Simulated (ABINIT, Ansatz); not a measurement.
# Lattice dynamics of AlBiS3 (Pm-3m) in two programs, part 2 of 4

Aim: the phonon dispersion of AlBiS3 (Pm-3m), checked by a second program.

ABINIT 10.8.3; DFT LDA, scalar-relativistic, plane waves, HGH norm-conserving pseudopotentials.

So far. Step 3 (Ground state): The cell stands at -0.62 GPa: the relaxation ran with a smoothed and higher cutoff, and the difference is a stress of the finite basis. The relaxed cell has a = 4.569 Å (conventional setting).

The structure was built from a prototype and need not be the compound's stable phase.

## Step 4: Zone-centre response

At q = 0 one unit cell holds all displacements. The response is solved for single atoms along the cell's directions, and symmetry skips those that follow from others. The crystal is treated as a metal, which screens a static field, so no field response is asked.

dfpt_gamma.abi reads:

```

# common to the responses
getwfk_filepath "gso_WFK"
kptopt 2
nqpt 1
qpt 0.0 0.0 0.0
asr 0
chneut 0

# displacements
rfphon 1
rfatpol 1 5
rfdir 1 1 1
tolvrs 1.0d-10
prtwf 0

# basis, mesh and filling
ecut 24.0
ixc 7
ngkpt 6 6 6
nshiftk 1
shiftk 0.0 0.0 0.0
istwfk *1
occopt 7
tsmear 0.01
nband 20
nstep 100
diemac 1000000.0
prtebands 0
prtgsr 0
useylm 1

# cell and atoms
acell 3*1.0 Angstrom
rprim 
    4.569030356 0.0 0.0
    0.0 4.569030356 0.0
    0.0 0.0 4.569030356
ntypat 3
znucl 83 13 16
natom 5
typat 1 2 3 3 3
xred 
    0.0 0.0 0.0
    0.5 0.5 0.5
    0.5 0.5 0.0
    0.5 0.0 0.5
    0.0 0.5 0.5
pp_dirpath "./pseudo"
pseudos "Bi.hgh, Al.hgh, S.hgh"
```

Run with:

```console
$ OMP_NUM_THREADS=1 mpirun -n 4 abinit dfpt_gamma.abi > dfpt_gamma.log
```

Numbers of over 12 decimals in the logs are rounded to 6 here.

dfpt_gamma.abo, the main output file:

```text
[banners, grids, parts of the stress and lines that vanish by symmetry left out]
- input  file    -> dfpt_gamma.abi
- output file    -> dfpt_gamma.abo
- root for input  files -> dfpt_gammai
- root for output files -> dfpt_gammao

 Symmetries : space group Pm -3 m (#221); Bravais cP (primitive cubic)
================================================================================
 Values of the parameters that define the memory need of the present run (RF).
     intxc =       0      iscf =       7    lmnmax =      14     lnmax =       6
     mgfft =      40  mpssoang =       3    mqgrid =    3001     natom =       5
  nloc_mem =       1    nspden =       1   nspinor =       1    nsppol =       1
      nsym =      48    n1xccc =       0    ntypat =       3    occopt =       7
   xclevel =       1
-    mband =          20        mffmem =           1         mkmem =          28
-   mkqmem =          28        mk1mem =          28           mpw =        3695
      nfft =       64000          nkpt =         112
- my_mband =          20
================================================================================
================================================================================

--------------------------------------------------------------------------------
------------- Echo of variables that govern the present computation ------------
--------------------------------------------------------------------------------
-
- outvars: echo of selected default values
-   iomode0 =  0 , fftalg0 =312 , wfoptalg0 =  0
-
- outvars: echo of global parameters not present in the input file
-  max_nthreads =    1
-
 -outvars: echo values of preprocessed input variables
 [... echo left out ...]
================================================================================

 chkinp: Checking input parameters for consistency.

[...]
== DATASET  1 ==================================================================
-   mpi_nproc: 4, omp_nthreads: 1 (-1 if OMP is not activated)

--- !DatasetInfo
iteration_state: {dtset: 1, }
dimensions: {natom: 5, nkpt: 112, mband: 20, nsppol: 1, nspinor: 1, nspden: 1, mpw: 3695, }
cutoff_energies: {ecut:  24.0, pawecutdg:  -1.0, }
electrons: {nelect:   2.60000000E+01, charge:   0.00000000E+00, occopt:   7.00000000E+00, tsmear:   1.00000000E-02, }
meta: {optdriver: 1, rfphon: 1, }
...

 mkfilename: getwfk from: gso_WFK

 Exchange-correlation functional for the present dataset will be:
  LDA: Perdew-Wang 92 LSD fit to Ceperley-Alder data - ixc=7
 Citation for XC functional:
  J.P.Perdew and Y.Wang, PRB 45, 13244 (1992)

 Real(R)+Recip(G) space primitive vectors, cartesian coordinates (Bohr,Bohr^-1):
 R(1)=  8.6342160  0.0000000  0.0000000  G(1)=  0.1158183  0.0000000  0.0000000
 R(2)=  0.0000000  8.6342160  0.0000000  G(2)=  0.0000000  0.1158183  0.0000000
 R(3)=  0.0000000  0.0000000  8.6342160  G(3)=  0.0000000  0.0000000  0.1158183
 Unit cell volume ucvol=  6.4367810E+02 bohr^3
 Angles (23,13,12)=  9.00000000E+01  9.00000000E+01  9.00000000E+01 degrees
 setup1 : take into account q-point for computing boxcut.

 getcut: wavevector=  0.0000  0.0000  0.0000  ngfft=  40  40  40
         ecut(hartree)=     24.000   => boxcut(ratio)=   2.10071

--- Pseudopotential description ------------------------------------------------
- pspini: atom type   1  psp file is ./pseudo/Bi.hgh

- pspini: atom type   2  psp file is ./pseudo/Al.hgh

- pspini: atom type   3  psp file is ./pseudo/S.hgh

   6.09206251E+02                                ecore*ucvol(ha*bohr**3)
--------------------------------------------------------------------------------

 ==>  initialize data related to q vector <==

 The list of irreducible perturbations for this q vector is:
    1)    idir= 1    ipert=   1
    2)    idir= 1    ipert=   2
    3)    idir= 1    ipert=   3
    4)    idir= 3    ipert=   3

[...]
The perturbation idir=   2  ipert=   1 is
 symmetric of a previously calculated perturbation.
 So, its SCF calculation is not needed.

 The perturbation idir=   3  ipert=   1 is
 symmetric of a previously calculated perturbation.
 So, its SCF calculation is not needed.

 The perturbation idir=   2  ipert=   2 is
 symmetric of a previously calculated perturbation.
 So, its SCF calculation is not needed.

 The perturbation idir=   3  ipert=   2 is
 symmetric of a previously calculated perturbation.
 So, its SCF calculation is not needed.

[...]
The perturbation idir=   2  ipert=   5 is
 symmetric of a previously calculated perturbation.
 So, its SCF calculation is not needed.

 The perturbation idir=   3  ipert=   5 is
 symmetric of a previously calculated perturbation.
 So, its SCF calculation is not needed.

--------------------------------------------------------------------------------
 Perturbation wavevector (in red.coord.)   0.000000  0.000000  0.000000
 Perturbation : displacement of atom   1   along direction   1
 Found     8 symmetries that leave the perturbation invariant.

[...]
dfpt_looppert : total number of electrons, from k and k+q
  fully or partially occupied states are    2.600000E+01 and    2.600000E+01.
 Initialisation of the first-order wave-functions :
  ireadwf=   0

--- !BeginCycle
iteration_state: {dtset: 1, }
solver: {iscf: 7, nstep: 100, nline: 4, wfoptalg: 0, }
tolerances: {tolvrs: 1.00E-10, }
...

     iter   2DEtotal(Ha)        deltaE(Ha) residm    vres2
-ETOT  1   51.198773492878     -8.088E+01 5.971E+00 1.710E+05
 ETOT  2  -1.661374     -5.286E+01 4.487E-01 1.567E+03
 ETOT  3  -2.734153     -1.073E+00 1.417E-02 5.633E+02
 ETOT  4  -2.930986     -1.968E-01 6.155E-03 1.241E+00
 ETOT  5  -2.931395     -4.093E-04 1.593E-04 5.797E-03
[...]
At SCF step   11       vres2   =  1.25E-11 < tolvrs=  1.00E-10 =>converged.
[...]
Mean square residual over all n,k,spin=   63.486E-13; max=  28.627E-10

 Thirteen components of 2nd-order total energy (hartree) are
 1,2,3: 0th-order hamiltonian combined with 1st-order wavefunctions
     kin0=   1.10981928E+02 eigvalue=  -2.24414134E-01  local=  -1.93470674E+01
 4,5,6: 1st-order hamiltonian combined with 1st and 0th-order wfs
 loc psp =  -1.56356942E+02  Hartree=   2.67236686E+01     xc=  -1.24837713E+01
 note that "loc psp" includes a xc core correction that could be resolved
 7,8,9: eventually, occupation + non-local contributions
    edocc=   1.28517165E+01     enl0=   1.65061132E+01   enl1=  -1.13659406E+02
 1-9 gives the relaxation energy (to be shifted if some occ is /=2.0)
   erelax=  -1.35008174E+02
 10,11,12 Non-relaxation  contributions : frozen-wavefunctions and Ewald
 fr.local=   2.55125492E+01 fr.nonlo=   5.56246874E+01  Ewald=   5.09395375E+01
 13,14 Frozen wf xc core corrections (1) and (2)
 frxc 1  =   0.00000000E+00  frxc 2 =   0.00000000E+00
 Resulting in :
 2DEtotal=   -0.2931399891E+01 Ha. Also 2DEtotal=   -0.797674546858E+02 eV
    (2DErelax=   -1.3500817396E+02 Ha. 2DEnonrelax=    1.3207677407E+02 Ha)
    (  non-var. 2DEtotal :   -2.9313997955E+00 Ha)

[...]
Perturbation wavevector (in red.coord.)   0.000000  0.000000  0.000000
 Perturbation : displacement of atom   2   along direction   1
 Found     8 symmetries that leave the perturbation invariant.

[...]
dfpt_looppert : total number of electrons, from k and k+q
  fully or partially occupied states are    2.600000E+01 and    2.600000E+01.
 Initialisation of the first-order wave-functions :
  ireadwf=   0

--- !BeginCycle
iteration_state: {dtset: 1, }
solver: {iscf: 7, nstep: 100, nline: 4, wfoptalg: 0, }
tolerances: {tolvrs: 1.00E-10, }
...

     iter   2DEtotal(Ha)        deltaE(Ha) residm    vres2
-ETOT  1   50.821166551919     -4.742E+00 4.728E-01 1.202E+05
[...]
At SCF step   10       vres2   =  8.34E-11 < tolvrs=  1.00E-10 =>converged.
[...]
Mean square residual over all n,k,spin=   22.275E-11; max=  88.918E-09

 Thirteen components of 2nd-order total energy (hartree) are
 1,2,3: 0th-order hamiltonian combined with 1st-order wavefunctions
     kin0=   5.61964144E+01 eigvalue=  -1.57168500E+00  local=  -4.59937748E+01
 4,5,6: 1st-order hamiltonian combined with 1st and 0th-order wfs
 loc psp =   1.14958042E+01  Hartree=   1.36382727E+01     xc=  -3.64128723E+00
 note that "loc psp" includes a xc core correction that could be resolved
 7,8,9: eventually, occupation + non-local contributions
    edocc=   2.60843784E+00     enl0=   2.80390551E+01   enl1=  -1.10046671E+02
 1-9 gives the relaxation energy (to be shifted if some occ is /=2.0)
   erelax=  -4.92754334E+01
 10,11,12 Non-relaxation  contributions : frozen-wavefunctions and Ewald
 fr.local=  -5.80012256E+01 fr.nonlo=   8.00902852E+01  Ewald=   3.34745532E+01
 13,14 Frozen wf xc core corrections (1) and (2)
 frxc 1  =   0.00000000E+00  frxc 2 =   0.00000000E+00
 Resulting in :
 2DEtotal=    0.6288179444E+01 Ha. Also 2DEtotal=    0.171110079631E+03 eV
    (2DErelax=   -4.9275433383E+01 Ha. 2DEnonrelax=    5.5563612827E+01 Ha)
    (  non-var. 2DEtotal :    6.2881796414E+00 Ha)

[...]
Perturbation wavevector (in red.coord.)   0.000000  0.000000  0.000000
 Perturbation : displacement of atom   3   along direction   1
 Found     4 symmetries that leave the perturbation invariant.

[...]
dfpt_looppert : total number of electrons, from k and k+q
  fully or partially occupied states are    2.600000E+01 and    2.600000E+01.
 Initialisation of the first-order wave-functions :
  ireadwf=   0

--- !BeginCycle
iteration_state: {dtset: 1, }
solver: {iscf: 7, nstep: 100, nline: 4, wfoptalg: 0, }
tolerances: {tolvrs: 1.00E-10, }
...

     iter   2DEtotal(Ha)        deltaE(Ha) residm    vres2
-ETOT  1   362.51199403608     -1.272E+02 1.330E+01 9.070E+05
[...]
At SCF step   12       vres2   =  7.79E-11 < tolvrs=  1.00E-10 =>converged.
[...]
Mean square residual over all n,k,spin=   14.413E-12; max=  87.916E-10

 Thirteen components of 2nd-order total energy (hartree) are
 1,2,3: 0th-order hamiltonian combined with 1st-order wavefunctions
     kin0=   5.41220207E+02 eigvalue=  -2.04102323E+01  local=  -5.14035469E+02
 4,5,6: 1st-order hamiltonian combined with 1st and 0th-order wfs
 loc psp =  -7.52278295E+01  Hartree=   1.50672048E+02     xc=  -4.64678585E+01
 note that "loc psp" includes a xc core correction that could be resolved
 7,8,9: eventually, occupation + non-local contributions
    edocc=   2.18876403E+01     enl0=   3.58304229E+02   enl1=  -9.07113298E+02
 1-9 gives the relaxation energy (to be shifted if some occ is /=2.0)
   erelax=  -4.91170562E+02
 10,11,12 Non-relaxation  contributions : frozen-wavefunctions and Ewald
 fr.local=   1.01199085E+01 fr.nonlo=   4.55709962E+02  Ewald=   2.38485188E+01
 13,14 Frozen wf xc core corrections (1) and (2)
 frxc 1  =   0.00000000E+00  frxc 2 =   0.00000000E+00
 Resulting in :
 2DEtotal=   -0.1492173121E+01 Ha. Also 2DEtotal=   -0.406040991288E+02 eV
    (2DErelax=   -4.9117056244E+02 Ha. 2DEnonrelax=    4.8967838932E+02 Ha)
    (  non-var. 2DEtotal :   -1.4921743770E+00 Ha)

[...]
Perturbation wavevector (in red.coord.)   0.000000  0.000000  0.000000
 Perturbation : displacement of atom   3   along direction   3
 Found     8 symmetries that leave the perturbation invariant.

--------------------------------------------------------------------------------

--------------------------------------------------------------------------------

 dfpt_looppert : total number of electrons, from k and k+q
  fully or partially occupied states are    2.600000E+01 and    2.600000E+01.
 Initialisation of the first-order wave-functions :
  ireadwf=   0

--- !BeginCycle
iteration_state: {dtset: 1, }
solver: {iscf: 7, nstep: 100, nline: 4, wfoptalg: 0, }
tolerances: {tolvrs: 1.00E-10, }
...

     iter   2DEtotal(Ha)        deltaE(Ha) residm    vres2
-ETOT  1   448.79200824473     -8.097E+01 2.876E+00 1.086E+06
[...]
ETOT 11   11.734771820216     -6.435E-11 4.632E-08 2.374E-10
 ETOT 12   11.734771820222      6.025E-12 2.119E-08 3.843E-12

 At SCF step   12       vres2   =  3.84E-12 < tolvrs=  1.00E-10 =>converged.
[...]
Mean square residual over all n,k,spin=   56.364E-12; max=  21.191E-09

 Thirteen components of 2nd-order total energy (hartree) are
 1,2,3: 0th-order hamiltonian combined with 1st-order wavefunctions
     kin0=   5.38674198E+02 eigvalue=  -1.26996157E+01  local=  -5.05262899E+02
 4,5,6: 1st-order hamiltonian combined with 1st and 0th-order wfs
 loc psp =  -4.89010554E+01  Hartree=   1.64961357E+02     xc=  -4.76102266E+01
 note that "loc psp" includes a xc core correction that could be resolved
 7,8,9: eventually, occupation + non-local contributions
    edocc=   3.81132172E+01     enl0=   3.41851437E+02   enl1=  -9.87153879E+02
 1-9 gives the relaxation energy (to be shifted if some occ is /=2.0)
   erelax=  -5.18027467E+02
 10,11,12 Non-relaxation  contributions : frozen-wavefunctions and Ewald
 fr.local=  -1.09653553E+02 fr.nonlo=   5.12462986E+02  Ewald=   1.26952805E+02
 13,14 Frozen wf xc core corrections (1) and (2)
 frxc 1  =   0.00000000E+00  frxc 2 =   0.00000000E+00
 Resulting in :
 2DEtotal=    0.1173477182E+02 Ha. Also 2DEtotal=    0.319319408509E+03 eV
    (2DErelax=   -5.1802746710E+02 Ha. 2DEnonrelax=    5.2976223892E+02 Ha)
    (  non-var. 2DEtotal :    1.1734771536E+01 Ha)

[...]
---- first-order wavefunction calculations are completed ----

 ==> Compute Derivative Database <==

 [... matrices left out ...]
  Phonon wavevector (reduced coordinates) :  0.00000  0.00000  0.00000
 Phonon energies in Hartree :
  -6.880919E-04 -6.880919E-04 -6.880919E-04 -6.797948E-04 -6.797948E-04
  -6.797948E-04  1.492135E-05  1.492135E-05  1.492135E-05  4.740397E-04
   4.740397E-04  4.740397E-04  2.080975E-03  2.080975E-03  2.080975E-03
 Phonon frequencies in cm-1    :
- -1.510187E+02 -1.510187E+02 -1.510187E+02 -1.491977E+02 -1.491977E+02
- -1.491977E+02  3.274858E+00  3.274858E+00  3.274858E+00  1.040397E+02
-  1.040397E+02  1.040397E+02  4.567212E+02  4.567212E+02  4.567212E+02

== END DATASET(S) ==============================================================
================================================================================

 -outvars: echo values of variables after computation
            acell      1.8897261259E+00  1.8897261259E+00  1.8897261259E+00 Bohr
           etotal      1.1734771820E+01
            fcart      0.0000000000E+00  0.0000000000E+00  0.0000000000E+00
           strten      0.0000000000E+00  0.0000000000E+00  0.0000000000E+00
================================================================================
```

It took 2.3 min on 4 MPI ranks of Intel Xeon at 2.70GHz, shared host; 9.1 min of CPU time.

This step gave:

* largest acoustic frequency at the zone centre before the sum rule: 3.27 cm⁻¹
* highest optical zone-centre mode (no LO-TO term): 456.7 cm⁻¹
* lowest optical zone-centre mode: -151.0 cm⁻¹

The acoustic modes at Γ come out as far as 3.3 cm⁻¹ from zero, where they should vanish, a small numerical error. The lowest optical mode is imaginary, 151i cm⁻¹, an instability at this level and on this k mesh.

(Continued in part 3 of 4.)

[Host names and launcher messages were left out of these logs when they were recorded.]

[Logs are printed without paths, hosts, clocks, repeated set-up lines and the standing remarks that a program may print on its own settings, such as how far it seeks lower states.]

[Hosts, paths, dates, database ids (printed as entryN), source tags and the programs' standing remarks are cut or masked in the printed files.]
